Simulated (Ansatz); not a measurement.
**Mo2CCl2 MXene monolayer in a perpendicular field**

Wanted: the out-of-plane response of the Mo2CCl2 MXene monolayer. A positive field points along +c.

Program: Ansatz 0.2.0. Level of theory: plane-wave DFT, PBE-D3(BJ), Ansatz PAW (set soft_1); PAW set soft_1. Results are calculated unless marked as measured.

Most raw output is cut from this account.

### Step 1. Starting point

The cell holds 5 atoms: 2 Cl, 2 Mo and 1 C. Its edges and angles: a = 3.025 Å, b = 3.025 Å, c = 42.397 Å, α = 90.0°, β = 90.0°, γ = 120.0°. Vacuum lies along c.

### Step 2. Relaxation

The starting cell is a guess, so the in-plane lattice and the atoms are relaxed first, with the slab cut off from its images along the normal.

input.yaml reads:

```yaml
crystal:
  lattice:
    - [3.024736, 0.0, 0.0]
    - [-1.512368, 2.6194982157, 0.0]
    - [0.0, 0.0, 42.3970420757]
  atoms:
    - { symbol: Cl, position: [0.3333333333, 0.6666666667, 0.4328132129] }
    - { symbol: Mo, position: [0.6666666667, 0.3333333333, 0.4718499173] }
    - { symbol: C, position: [0.0, 0.0, 0.5] }
    - { symbol: Mo, position: [0.3333333333, 0.6666666667, 0.5281500827] }
    - { symbol: Cl, position: [0.6666666667, 0.3333333333, 0.5671867871] }
  periodic: [true, true, false]
kpoints:
  mp_grid: { grid: [12, 12, 1] }
hamiltonian:
  xc: pbe
  dispersion: d3bj
  pseudopotentials: { kind: paw, azcp: { folder: soft_1 } }
scf:
  occupations: { method: fermi_dirac, width: 0.05 }
  convergence: { dr2_threshold: 1.0e-09 }
relax:
  f_tol: 0.004
  max_steps: 90
  cell: {}
output:
  write_potential: true
  write_density: true
  volumetric_format: npy
```

Command:

```bash
$ ansatz run input.yaml --threads 2 --pin off --max-ram 3072MiB --backend cpu --events-out ev --progress --plain --runs-dir out
```

It took 3.8 min on 2 threads of Arm Neoverse N1, shared host; peak memory 0.7 GiB; 7.6 min of CPU time.

This run has no spin polarisation, although Mo can carry a moment.

The steps of the relaxation:

```
step  energy less that of the first step (eV)  largest force component (eV/Å)  volume (Å³)
   1                                   0.0000                          2.4065       335.92
   2                                  -0.5668                          1.3171       347.87
   3                                  -0.7116                          1.7697       352.93
   4                                  -0.5391                          3.7002       360.32
   5                                  -1.0891                          1.2947       365.12
   6                                  -1.2316                          1.0272       373.81
   7                                  -1.3916                          0.7621       396.44
   8                                  -1.4712                          0.6760       416.49
   9                                  -1.4882                          0.6629       401.19
  10                                  -1.5046                          0.1333       409.64
  11                                  -1.5068                          0.0217       407.28
  12                                  -1.5068                          0.0018       407.06
 13*                                  -1.5224                          0.0047       407.06
  14                                  -1.5225                          0.0020       407.75
 15*                                  -1.5225                          0.0020       407.75
```

Relaxation steps marked * repeat the geometry before them on a plane-wave basis chosen anew for their cell, so energy and pressure can jump there. Relaxation step 4 was tried and not accepted.

The run keeps the 12 symmetry operations that it works with, so distortions that break them were not tested.

```
cell as run  before  after   change
      a (Å)   3.025  3.332  +10.2 %
      b (Å)   3.025  3.332  +10.2 %
```

The atoms that moved most (Å, along periodic axes as changes of fractional coordinates times the final cell, across vacuum about the mean position):

```
atom     dx     dy      dz  length
 Mo4  0.000  0.000  -0.261   0.261
 Mo2  0.000  0.000   0.261   0.261
 Cl1  0.000  0.000   0.146   0.146
 Cl5  0.000  0.000  -0.146   0.146
```

Final coordinates:

```cif
data_structure
_symmetry_space_group_name_H-M 'P 1'
_symmetry_Int_Tables_number 1
_cell_length_a 3.3325
_cell_length_b 3.3325
_cell_length_c 42.3970
_cell_angle_alpha 90.000
_cell_angle_beta 90.000
_cell_angle_gamma 120.000
_cell_volume 407.75
loop_
_atom_site_label
_atom_site_type_symbol
_atom_site_fract_x
_atom_site_fract_y
_atom_site_fract_z
_atom_site_occupancy
Cl1 Cl 0.33333 0.66667 0.43626 1
Mo2 Mo 0.66667 0.33333 0.47802 1
C3 C 0.00000 0.00000 0.50000 1
Mo4 Mo 0.33333 0.66667 0.52198 1
Cl5 Cl 0.66667 0.33333 0.56374 1
```

This step gave:

| Property | Result |
| --- | --- |
| energy at zero smearing | -12325.7049 eV |

The lattice constant a goes from 3.025 to 3.332 Å.

### Step 3. Atoms held, field 0

A sawtooth potential applies the field, turning back in the middle of the vacuum. With the dipole correction the typed value is the field outside the slab. The induced dipole is small, so the SCF threshold is tight.

The cell differs from the one that the last finished run ended in (c 42.397 → 23.405 Å).

input.yaml reads:

```yaml
crystal:
  lattice:
    - [3.3324657449, 0.0, 0.0]
    - [-1.6662328724, 2.8859999923, 0.0]
    - [0.0, 0.0, 23.4048009737]
  atoms:
    - { symbol: Cl, position: [0.3333333333, 0.6666666667, 0.3845364893] }
    - { symbol: Mo, position: [0.6666666667, 0.3333333333, 0.4601788969] }
    - { symbol: C, position: [0.0, 0.0, 0.5] }
    - { symbol: Mo, position: [0.3333333333, 0.6666666667, 0.5398211031] }
    - { symbol: Cl, position: [0.6666666667, 0.3333333333, 0.6154635107] }
kpoints:
  mp_grid: { grid: [18, 18, 1] }
  band_path:
    path: [[0, 0, 0], [0.5, 0, 0], [0.33333333, 0.33333333, 0], [0, 0, 0]]
    npoints: 16
hamiltonian:
  xc: pbe
  dispersion: d3bj
  pseudopotentials: { kind: paw, azcp: { folder: soft_1 } }
scf:
  occupations: { method: fermi_dirac, width: 0.02585 }
  convergence: { dr2_threshold: 1.0e-10 }
efield:
  axis: 3
  dipole_correction: true
  ramp_position: 0.97
  ramp_width: 0.06
  amplitude: 0
output:
  dos: { projected: true, e_range: [-6, 5] }
  write_potential: true
  write_density: true
  volumetric_format: npy
  elf: true
```

Elapsed: 41 s, on 2 threads; peak memory 0.56 GiB.

Numbers from this step:

* energy at zero smearing: -12325.7080 eV
* dipole along the normal: 5.43e-7 e·Å
* gap along the path: 0.05945 eV
* smallest direct gap along the path: 0.3016 eV
* ionisation energy, upper face: 4.429 eV
* electron affinity, upper face: 4.370 eV
* gap, the smaller of path and mesh: 0.05945 eV

Running mean over a fixed 2.8 Å (it still follows the layers) of the planar mean; the ramp of the sawtooth is left out. Electron's electrostatic potential energy less the Fermi level against z:

```
z (Å)  electron's electrostatic potential energy less the Fermi level (eV)
    3                                                                 4.41
    4                                                                 4.41
    5                                                                 4.41
    6                                                                 4.39
    7                                                                 3.77
    8                                                              -0.0885
    9                                                                -4.08
   10                                                                -10.2
   11                                                                -12.8
   12                                                                -14.6
   13                                                                -11.1
   14                                                                -6.91
   15                                                                -1.47
   16                                                                 2.45
   17                                                                 4.33
   18                                                                 4.41
   19                                                                 4.41
   20                                                                 4.41
```

The density of states has structure finer than the step of the table below, so its rows give means over 0.2 eV, whole bins alone (the curve runs from -6 to 0.81 eV). Peaks (eV: height): -5.28: 8.26, -4.57: 10.5, -4.43: 8.75, -4.32: 12.8, -0.32: 5.94, 0.09: 5.48, 0.53: 26.7.

The density of states by energy, zero at the Fermi level of the run, which the smearing sets inside the gap; means over each step:

```
energy (eV)  density of states (states/eV a cell)
       -5.8                                  3.75
       -5.6                                  3.97
       -5.4                                  5.00
       -5.2                                  3.06
       -5.0                                  4.23
       -4.8                                  5.64
       -4.6                                  7.79
       -4.4                                  7.61
       -4.2                                  6.51
       -4.0                                  6.01
       -3.8                                  1.59
       -3.6                                  1.32
       -3.4                                  1.49
       -3.2                                  1.58
       -3.0                                  2.15
       -2.8                                  2.82
       -2.6                                  1.15
       -2.4                                  1.14
       -2.2                                  1.28
       -2.0                                  1.84
       -1.8                                  1.56
       -1.6                                  1.42
       -1.4                                  1.14
       -1.2                                  1.07
       -1.0                                  1.01
       -0.8                                 0.690
       -0.6                                  1.33
       -0.4                                  3.40
       -0.2                                  4.01
        0.0                                  1.61
        0.2                                  2.24
        0.4                                  3.10
        0.6                                  10.1
```

Projected DOS per atom over height of the atomic layer and energy from the Fermi level. Layers: Cl Mo C Mo Cl from below.

Ten even steps from '_' (0.03 states/eV) to '@' (2.88 states/eV), each cell a mean:
```
..@@__@@..
__++__++__
__::__::__
__++__++__
__::__::__
__..__..__
__..__..__
__..__..__
__::__::__
__..__..__
__..__..__
__::__::__
__::__::__
__..__..__
__..__..__
--::++::--
**--==--**
##::--::##
==::--::==
--......--
==......==
==::::::==
```
Columns: height of the atomic layer (Å) from 9 to 14.4 (not evenly spaced); rows upwards: energy from the Fermi level (eV) from -5.96 to 0.79.

Electronic bands along the path, in eV, zero at the Fermi level of the run, which the smearing sets inside the gap:

```
  point  band 20  band 21  band 22  band 23  band 24  band 25  band 26  band 27
      Γ    -3.12    -3.02    -3.02    -0.13     0.53     0.53     1.06     1.14
halfway    -3.85    -3.31    -1.87    -0.61     0.17     0.58     1.47     1.71
      M    -3.86    -3.83    -0.78    -0.02     0.46     0.52     1.98     2.05
halfway    -3.90    -2.89    -1.21    -0.66     0.77     0.78     1.71     2.49
      K    -4.01    -1.80    -1.64    -1.64     0.95     0.95     1.43     3.02
halfway    -4.33    -2.83    -2.22    -0.15     0.16     0.47     1.61     1.73
      Γ    -3.12    -3.02    -3.02    -0.13     0.53     0.53     1.06     1.14
```

ELF in the ca plane at fractional y = 0.333, with atoms of Mo and Cl within 0.2 Å of it. It is the smooth field of the valence electrons, not physical close to the nuclei.

Values, 5 rows by 16 columns, each cell a mean:
```
0.00 0.00 0.00 0.00 0.05 0.25 0.23 0.51 0.36 0.21 0.52 0.82 0.68 0.12 0.00 0.00
0.00 0.00 0.00 0.00 0.00 0.03 0.22 0.61 0.53 0.21 0.63 0.54 0.80 0.20 0.01 0.00
0.00 0.00 0.00 0.00 0.05 0.25 0.24 0.53 0.36 0.21 0.53 0.82 0.69 0.13 0.00 0.00
0.00 0.00 0.00 0.01 0.23 0.69 0.56 0.18 0.41 0.27 0.19 0.38 0.18 0.02 0.00 0.00
0.00 0.00 0.00 0.01 0.24 0.71 0.57 0.18 0.43 0.27 0.18 0.34 0.16 0.01 0.00 0.00
```
Columns run along c (16.0 Å, from fractional 0.14 to 0.82 of the cell), rows up along a (3.3 Å). Atoms in or near the plane, at fractional coordinates: Mo at (0.46, 0.67), Cl at (0.62, 0.67).

Valence density in the ca plane at fractional y = 0.333, with atoms of Mo and Cl within 0.2 Å of it. It is the smooth field of the valence electrons, not physical close to the nuclei.

Ten steps, logarithmic in the rise over the least value, from '0' (0.0 e/Å³) to '9' (6.8 e/Å³), each cell a mean:
```
00000000000000000122333566544333455542100000
00000000000000000011235899753323566664100000
00000000000000000001136999853223565664200000
00000000000000000011236899853223566664200000
00000000000000000012234688643323466653100000
00000000000000000123333455444433344432000000
00000000000000001234443233445553222210000000
00000000000000001234443223445554222110000000
00000000000000000134433334444443333321000000
```
Columns run along c (16.0 Å, from fractional 0.08 to 0.76 of the cell), rows up along a (3.3 Å). Atoms in or near the plane, at fractional coordinates: Mo at (0.46, 0.67), Cl at (0.62, 0.67).

Electrostatic potential energy in the ca plane at fractional y = 0.333, with atoms of Mo and Cl within 0.2 Å of it. With pseudopotentials it is smooth inside the atoms' cores, unlike the true potential.

Ten even steps from '0' (-42 eV) to '9' (6 eV), each cell a mean:
```
99999999999999999986324788888865689999999999
99999999999999999872000478988510169999999999
99999999999999999860000278998300048999999999
99999999999999999861000378998400059999999999
99999999999999999874102688888732489999999999
99999999999999998887656887778888899999999999
99999999999999988888888876568899999999999999
99999999999999987889988876567899999999999999
99999999999999998888878887678899999999999999
```
Columns run along c (16.0 Å, from fractional 0.14 to 0.82 of the cell; values clipped at the 3rd and 97th percentile), rows up along a (3.3 Å). Atoms in or near the plane, at fractional coordinates: Mo at (0.46, 0.67), Cl at (0.62, 0.67).

The gap is 0.06 eV, with the valence edge 4.43 eV and the conduction edge 4.37 eV under the upper vacuum level.

### Step 4. Single point, field 0.1 V/Å

input.yaml, as its differences from that of step 3:

```diff
@@ -26,7 +26,6 @@
   dipole_correction: true
-  ramp_position: 0.97
-  ramp_width: 0.06
-  amplitude: 0
+  ramp_position: 0.9453
+  ramp_width: 0.1094
+  amplitude: 0.1
 output:
-  dos: { projected: true, e_range: [-6, 5] }
   write_potential: true
@@ -34,2 +33 @@
   volumetric_format: npy
-  elf: true
```

Run time: 40 s. Hardware: 2 threads; peak memory 0.54 GiB; 80 s of CPU time.

The dipole is 0.0368 e·Å, and the gap 0.059 eV.

### Step 5. Single point, field -0.1 V/Å

input.yaml, as its differences from that of step 4:

```diff
@@ -28,3 +28,3 @@
   ramp_width: 0.1094
-  amplitude: 0.1
+  amplitude: -0.1
 output:
```

Run time: 41 s. Hardware: 2 threads; peak memory 0.54 GiB.

The dipole is -0.0368 e·Å, and the gap 0.059 eV.

### Step 6. Response, atoms held

This step: plane-wave DFT, PBE-D3(BJ), Ansatz PAW (set soft_1); response to a field along the normal, atoms held; PAW set soft_1 (Ansatz 0.2.0).

The dipoles give the slope, and the difference of two potentials shows where the field is screened.

Numbers from this step:

```
equivalent conductor thickness p/(ε₀AE) : 6.929 Å
distance between the outer atoms        : 5.405 Å
```

The dipole of the cell by applied field:

```
applied field (V/Å)  dipole of the cell (e·Å)
            -0.1000                   -0.0368
             0.0000                    5.4e-7
             0.1000                    0.0368
```

Local field over the applied field, running mean. From the potentials at -0.1 and 0.1 V/Å; running mean over 2.5 Å. Local field over applied field against z:

```
z (Å)  local field over applied field
 4.10                           1.000
 4.53                           0.999
 4.97                           0.998
 5.27                           0.997
 5.70                           0.991
 6.14                           0.975
 6.58                           0.938
 7.02                           0.859
 7.31                           0.780
 7.75                           0.635
 8.19                           0.478
 8.63                           0.329
 9.07                           0.210
 9.51                           0.128
 9.80                          0.0945
10.24                          0.0652
10.68                          0.0470
11.12                          0.0359
11.56                          0.0259
11.85                          0.0259
12.29                          0.0359
12.73                          0.0470
13.17                          0.0652
13.60                          0.0945
13.90                           0.128
14.34                           0.210
14.77                           0.329
15.21                           0.478
15.65                           0.635
16.09                           0.780
16.38                           0.859
16.82                           0.938
17.26                           0.975
17.70                           0.991
18.14                           0.997
18.43                           0.998
18.87                           0.999
19.31                           1.000
```

Electrons, planar mean, per unit field. Induced electron density against z:

```
z (Å)  induced electron density (e/Å³ per V/Å)
  4.5                                   2.0e-6
  5.0                                   6.8e-6
  5.5                                   2.3e-5
  6.0                                   7.5e-5
  6.5                                   2.4e-4
  7.0                                   7.0e-4
  7.5                                  0.00186
  8.0                                  0.00355
  8.5                                  0.00278
  9.0                                  0.00117
  9.5                                  -1.6e-4
 10.0                                  -5.2e-4
 10.5                                   6.8e-4
 11.0                                   5.3e-4
 11.5                                   5.7e-4
 12.0                                  -7.2e-4
 12.5                                  -6.4e-4
 13.0                                  -4.9e-4
 13.5                                   7.1e-4
 14.0                                  -1.6e-4
 14.5                                 -0.00136
 15.0                                 -0.00319
 15.5                                 -0.00330
 16.0                                 -0.00157
 16.5                                  -5.8e-4
 17.0                                  -1.9e-4
 17.5                                  -6.0e-5
 18.0                                  -1.8e-5
 18.5                                  -5.4e-6
 19.0                                  -1.6e-6
```

The smaller of the gaps on the path and on the k-mesh, counted as 0 under 0.03 eV. The gap stays at 0.0594 eV for applied field from -0.1 to 0.1 V/Å.

By hand: between -0.1 and 0.1 V/Å the dipole changes by 0.07366 e·Å, a slope of 0.3683 e·Å²/V. A perfect conductor of thickness t has p = ε₀AEt, so t = 180.95 × 0.3683 / 9.617 = 6.93 Å (e/ε₀ = 180.95 V·Å, A in Å²).

The induced dipole is that of a conductor 6.93 Å thick.

### Step 7. Outcome

```yaml
gap_without_field: 0.0595 eV
ionisation_energy_upper_face: 4.43 eV
electron_affinity_upper_face: 4.37 eV
equivalent_conductor_thickness_atoms_held: 6.93 Å
```

In words: The induced dipole equals that of a perfect conductor 6.93 Å thick, while the outer atoms lie 5.40 Å apart; an out-of-plane ε follows only once a thickness t is chosen, by 1 − 1/ε = 6.93 Å / t. The gap stays within 0.01 eV of 0.06 eV over the fields run, up to 0.1 V/Å in size. Semilocal functionals give gaps that are too small, and excitons are not included. Spin-orbit coupling is left out, which matters for the bands of elements this heavy. The MXene's terminations sit over the metal atoms of its far layer; the site over carbon or nitrogen, which some compounds prefer, was not run.

[Logs are printed without paths, hosts, clocks, repeated set-up lines and the standing remarks that a program may print on its own settings, such as how far it seeks lower states.]

[Hosts, paths, dates, database ids (printed as entryN), source tags and the programs' standing remarks are cut or masked in the printed files.]

[Maps of the electrostatic potential energy from Ansatz leave out the sawtooth potential of an applied field or a dipole correction, so their vacuum need not be flat; planar profiles and work functions include it.]

[The density of states shown here was stored with 400 of the rows of the run's finer table, so its peaks can read low, often by over a quarter, or be missed, and its means over a window can be off by a tenth or more.]
